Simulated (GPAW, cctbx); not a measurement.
# How far are the atoms of Mg5ZrAlZn from free atoms?

Question: by how much does bonding change the X-ray structure factors of Mg5ZrAlZn, how firmly does DFT give the change, and what does a routine refinement make of it?

The cell comes from substitution in a known structure type and wasn't matched to any measured phase. All numbers below are calculated.

### 1. Relax the structure

The density hangs on the geometry, so cell and atoms are relaxed first, with the symmetry held. The cutoff is set higher than for the density because stress converges slowly with plane waves.

Settings: GPAW 26.7.0, PBE, 570 eV, 4×4×4 k-points, Fermi–Dirac width 0.1 eV, BFGS to 0.03 eV/Å.

```text
cell
1.0
    -4.916000000    0.000000000    0.000000000
     0.000000000   -6.116000000    0.000000000
     0.000000000    3.058000000    5.566500000
Zr Zn Al Mg
1 1 1 5
Direct
0.500000000 0.677400000 0.354800000
0.000000000 0.328000000 0.656000000
0.500000000 0.166700000 0.333400000
0.000000000 0.831700000 0.663400000
0.000000000 0.831700000 0.165600000
0.000000000 0.333900000 0.165600000
0.500000000 0.676900000 0.842800000
0.500000000 0.165900000 0.842800000
```

```console
$ OMP_NUM_THREADS=1 mpirun -n 4 gpaw python run.py > gpaw.log
```

```text
BFGS:    0      -20.241523        0.425670
BFGS:    1      -20.251184        0.385402
BFGS:    2      -20.297085        0.153132
BFGS:    3      -20.298224        0.143375
...
BFGS:   10      -20.311985        0.069700
BFGS:   11      -20.312501        0.058809
BFGS:   12      -20.312859        0.026141
cell  4.9849 6.0125 6.3396  118.31 90.00 90.00
volume 167.287 A^3, largest force 0.026 eV/A, largest stress 0.10 GPa
```

After 12 steps the volume has changed by 0.0 % and the energy by -0.071 eV; the largest stress left is 0.10 GPa. It took 6.5 min on 4 cores of Arm Neoverse V2 (shared host), peak memory 1.5 GiB.

Relaxed structure: Amm2 (no. 38), a = 4.9849 Å, b = 6.0125 Å, c = 11.1629 Å, α = 90.00°, β = 90.00°, γ = 90.00°.

```csv
atom,mult.,x,y,z
Zr1,2,1/2,1/2,0.1748
Zn1,2,0,0,0.3225
Al1,2,1/2,0,0.1731
Mg1,2,0,1/2,0.3318
Mg2,4,0,0.2510,0.0844
Mg3,4,1/2,0.7548,0.4206
```

### 2. The all-electron density

X-rays see the whole electron density, so the PAW density is rebuilt with its core regions. Subtracting spherical free atoms from the same code cancels the cores and leaves the deformation density Δρ, the part due to bonding.

Settings: PBE, 450 eV, 5×5×5 k-points, Fermi–Dirac width 0.1 eV; primitive cell of 8 atoms.

```console
$ OMP_NUM_THREADS=1 mpirun -n 4 gpaw python run.py > gpaw.log
```

```text
|iter:   1|       0s |  -21.013313 | +0.48 |       |
|iter:   2|       2s |  -20.690576 | -0.67 | -1.33 |
|iter:   3|       4s |  -20.162733 | -1.11 | -1.42 |
...
|iter:  10|      18s |  -20.107292c| -6.15 | -4.57c|
|iter:  11|      20s |  -20.107292c| -6.88 | -4.99c|
|iter:  12|      21s |  -20.107292c| -7.56c| -5.46c|
```

```text
gpts.py:43: UserWarning: Initial realspace grid (25,30,32) inconsistent with symmetries.
gpts.py:43: UserWarning: Initial realspace grid (25,30,32) inconsistent with symmetries.
gpts.py:43: UserWarning: Initial realspace grid (25,30,32) inconsistent with symmetries.
gpts.py:43: UserWarning: Initial realspace grid (25,30,32) inconsistent with symmetries.
gpts.py:70: UserWarning: Using symmetrized grid: (25,32,32).
gpts.py:70: UserWarning: Using symmetrized grid: (25,32,32).
gpts.py:70: UserWarning: Using symmetrized grid: (25,32,32).
gpts.py:70: UserWarning: Using symmetrized grid: (25,32,32).
grid (50, 64, 64)  electrons 143.000  moved by bonding 1.160 e
deformation density beyond 0.5 A of the nuclei: max 0.048, min -0.066 e/A^3
atom        x       y       z   Voronoi charge  moment
Zr1    0.5000  0.3252  0.6504     -0.083       0.00
Zn2    0.0000  0.6775  0.3550      0.058       0.00
Al3    0.5000  0.8269  0.6538     -0.162       0.00
Mg4    0.0000  0.1682  0.3365      0.021       0.00
Mg5    0.0000  0.6645  0.8311      0.050       0.00
Mg6    0.0000  0.1666  0.8311      0.050       0.00
Mg7    0.5000  0.8246  0.1589      0.033       0.00
Mg8    0.5000  0.3343  0.1589      0.033       0.00
mean inner potential of superposed free atoms 13.788 V
total magnetic moment 0.000 muB
```

Deformation density in a plane through the shortest contact of the Mg atom at the origin, in 0.01 e/Å³ (clipped at ±99); x from -1.6 to 4.5 Å, y from 2.4 down to -2.4 Å:

```text
  .   .  -3  -1   1   0  -4   .   .  -4   0   1  -1  -3   .   .
 -2  -2  -2   0   1   1  -2  -4  -4  -2   1   1   0  -2  -2  -2
  0   0   0   1   1   1   0   0   0   0   1   1   1   0   0   0
  2   2   1   0  -1  -1   0   1   1   0  -1  -1   0   1   2   2
  2   2   0  -3  -3  -3  -2   0   0  -2  -3  -3  -3   0   2   2
  1   0  -2  -1   .  -1  -3  -1  -1  -3  -1   .  -1  -2   0   1
  0  -1  -3   .   .   .  -3  -1  -1  -3   0   .   .  -3  -1   0
  0  -1  -3  -1   .  -1  -2   0   0  -2  -1   .  -1  -3  -1   0
  0   0  -2  -3  -3  -3  -1   1   1  -1  -3  -3  -3  -2   0   0
  1   0   0  -1  -1  -1   1   2   2   1  -1  -1  -1   0   0   1
  1   1   0   0   0   0   1   2   2   1   0   0   0   0   1   1
  1   1   0  -1  -1  -1   0   1   1   0  -1  -1  -1   0   1   1
  1   0  -1  -2  -3  -3  -1   0   0  -1  -3  -3  -2  -1   0   1
```

Atoms in or within 0.15 Å of the plane: Mg (0.0, 0.0), Mg (3.0, 0.0) Å. Dots mark points within about 0.45 Å of a nucleus; large values next to them are atomic features.

Al gains most (-0.16 e) and Zn loses most (+0.06 e), in averages over each element's sites, which isn't the order of electronegativity: valence and coordination count too, and Voronoi cells cut space at the midplane whatever the atoms' sizes. Along the shortest contact from the Mg atom at the map's origin, Mg–Mg at 2.95 Å, Δρ is 0.00 e/Å³ at the midpoint: little piles up between the atoms. At the midpoints of other shortest contacts it is +0.01 (Zn–Al, 3.00 Å), +0.04 (Zr–Al, 3.01 Å), 0.00 (Zn–Mg, 3.01 Å) and +0.01 (Zr–Mg, 3.05 Å) e/Å³. Point values carry grid noise of about 0.01 e/Å³. The run needed 12 iterations, 30 s.

### 3. Structure factors

The Fourier components of Δρ, added to those of the free atoms, give the static X-ray structure factors; the Mott–Bethe relation turns them into the Fourier components V of the potential that fast electrons feel.

```text
static structure factors of the conventional cell: F in electrons, V (Mott-Bethe) in volts
   h  k  l      d  |F| table  |F| free   |F| DFT   change   |V| free  |V| DFT  change %
   0  0  2  5.5815    60.499    60.476    61.013    0.537     1.856    1.574    -15.2
   0  1  1  5.2935    40.512    40.529    40.755    0.226     1.085    0.958    -11.7
   1  0  0  4.9849    18.357    18.362    19.215    0.853     1.238    0.948    -23.4
   1  0  2  3.7179    65.366    65.341    65.612    0.272     1.409    1.354     -4.0
   1  1  1  3.6291    73.516    73.490    73.434   -0.056     1.379    1.391      0.9
   0  1  3  3.1641    78.009    77.935    77.557   -0.377     1.369    1.421      3.8
   0  2  0  3.0062    81.037    80.986    80.847   -0.139     1.623    1.640      1.1
   0  0  4  2.7907    83.405    83.414    83.145   -0.269     2.625    2.655      1.2
   1  1  3  2.6714    22.983    22.989    22.724   -0.265     0.588    0.617      5.0
   0  2  2  2.6467   124.561   124.469   123.763   -0.706     3.516    3.585      2.0
   1  2  0  2.5743    15.212    15.338    15.019   -0.318     0.612    0.641      4.7
   2  0  0  2.4924   216.780   216.492   215.414   -1.078     5.916    6.007      1.6
   1  0  4  2.4351   199.188   198.881   197.821   -1.059     5.312    5.398      1.6
   1  2  2  2.3377   175.572   175.252   174.207   -1.045     4.609    4.687      1.7
```

The largest X-ray change is -1.08 e on 200, 0.5 % of |F|. For electrons V goes as (Z − F)/g², so a change of F counts against Z − F, which is small at low angle and wherever the atoms' terms cancel: |V| of 100 moves by -23.4 % (1.24 to 0.95 V) against +4.6 % in |F|. The last three rows still change by up to 1.08 e; the table stops while the angles are still low. The tabulated Hartree–Fock atoms differ from the free DFT atoms by up to 0.32 e, so the choice of reference atom matters too.

### 4. The functional ladder

The same geometry is run with other functionals, to see whether the bonding signal is larger than the spread between approximations. Free atoms are LDA for LDA and PBE otherwise. Any other changed setting is in the row's label.

```
   run  ΔF 200 (e)  ΔF 100 (e)  ΔF 022 (e)  q(Al) (e)  moved (e)  time
   PBE      -1.078      +0.853      -0.706     -0.162      1.160  30 s
   LDA      -1.033      +0.839      -0.665     -0.158      1.116  28 s
revPBE      -1.115      +0.865      -0.736     -0.167      1.218  32 s
```

At the base's settings ΔF(200) spans -1.115 to -1.033 e, a spread of 8 % of the PBE value; over the three listed reflections the spread is at most 10 %, so sign and size hold across the functionals. Times are from shared hosts.

### 5. What a spherical-atom refinement makes of it

Routine crystallography fits spherical atoms. To see the bias, intensities are simulated from tabulated atoms plus the DFT change ΔF, so that bonding alone can misfit (10952 reflections of the full sphere, merged to the counts below, to 0.4 Å, 1.5 % proportional noise plus counting noise, assumed isotropic U as listed, Δρ smeared by the mean U) and refined with cctbx over different ranges.

| range | data | R1 | GooF | U Zr1 (true 0.005) | U Zn1 (true 0.0055) | U Al1 (true 0.0072) | U Mg1 (true 0.0074) | largest shift (Å) | Δρ max, min (e/Å³) |
| --- | --- | --- | --- | --- | --- | --- | --- | --- | --- |
| all data | 3044 | 0.0094 | 0.94 | 0.0050 | 0.0055 | 0.0072 | 0.0074 | 0.0010 | 0.40, -0.32 |
| low resolution, d > 0.84 | 366 | 0.0061 | 0.95 | 0.0050 | 0.0054 | 0.0071 | 0.0073 | 0.0038 | 0.13, -0.10 |
| high order, d < 0.75 | 2535 | 0.0109 | 0.93 | 0.0050 | 0.0055 | 0.0072 | 0.0074 | 0.0008 | 0.33, -0.28 |
| occupancies free, d > 0.7 | 608 | 0.0064 | 0.98 | 0.0050 | 0.0056 | 0.0073 | 0.0074 | 0.0017 | 0.17, -0.14 |

With all data GooF is 0.94, so at this noise the bonding hardly shows; the top residual peak lies 1.09 Å from Zr and 2.28 Å from Mg. No U is off by more than 3 s.u. at low resolution. With Zr1 held at 1 and the scale free, the other occupancies refine to Zn1 1.002(0.002), Al1 1.002(0.003), Mg1 1.000(0.004) and Mg2 1.000(0.004), within three s.u. of full.

### 6. Answer

Bonding moves 1.16 e in the primitive cell of Mg5ZrAlZn and changes the structure factors of the conventional cell in the table above by at most 1.08 e (200, 0.5 %), and among reflections above 2 % of the strongest by up to 4.6 % (100). The shortest bond, Mg–Mg, has Δρ = 0.00 e/Å³ at its midpoint. At the base's settings ΔF(200) spans -1.115 to -1.033 e, a spread of 8 % of the PBE value; over the three listed reflections the spread is at most 10 %, so sign and size hold across the functionals. With all data GooF is 0.94, so at this noise the bonding hardly shows. Limits: static density, frozen cores, no spin–orbit coupling.

[Outputs are excerpts: Python notices, other lines and further rows are left out; steps that failed or that the build refused (PBEsol, TPSS) are not shown.]

[Logs are printed without paths, hosts, clocks, repeated set-up lines and the standing remarks that a program may print on its own settings, such as how far it seeks lower states.]
